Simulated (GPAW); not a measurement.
Entries from a set of simulations; values are calculated unless marked as measured.

```
How the form of the self-energy moves the gap of WS2 (2H monolayer)
1.0
     3.12241    0.00000    0.00000
    -1.56120    2.70408    0.00000
     0.00000    0.00000   14.50000
W S
1 2
Direct
  0.33333 0.66667 0.50000
  0.66667 0.33333 0.60754
  0.66667 0.33333 0.39246
# method: DFT, LDA, plane waves, PAW (and 3 further levels or steps)
# program: GPAW 26.7.0
# settings of one run: cutoff 450 eV, GPAW PAW setups 1.2.1 data release, 9×9×1 k-mesh, nbands 208
# cost: 4 runs, 7.9 min in all on 4 MPI ranks of Arm Neoverse V1, shared host (the runs of this entry)
# notes: The structure was relaxed with LDA. Limits: no spin-orbit coupling. Bands and cutoff are finite, so the gap is not at the basis limit. The miss can reach some tenths of an eV and take either sign; the mesh is an error of its own. The program warns of a poor linear fit in the extrapolation of some level, so the extrapolated values are rough.
# one-shot HSE06: 2.588 eV
# G0W0, extrapolated in the cutoff: 3.045 eV
# one-shot PBE0: 3.206 eV
# known limits: not at the basis limit; no spin-orbit coupling
```

[Paths, hosts, dates, memory and timing lines, banners, echoed tables and standing remarks are left out of the program output.]

[Logs are printed without paths, hosts, clocks, repeated set-up lines and the standing remarks that a program may print on its own settings, such as how far it seeks lower states.]

[Runs of the session that timed out or met a known fault of the program may be left out.]

[Hosts, paths, dates, database ids (printed as entryN), source tags and the programs' standing remarks are cut or masked in the printed files.]
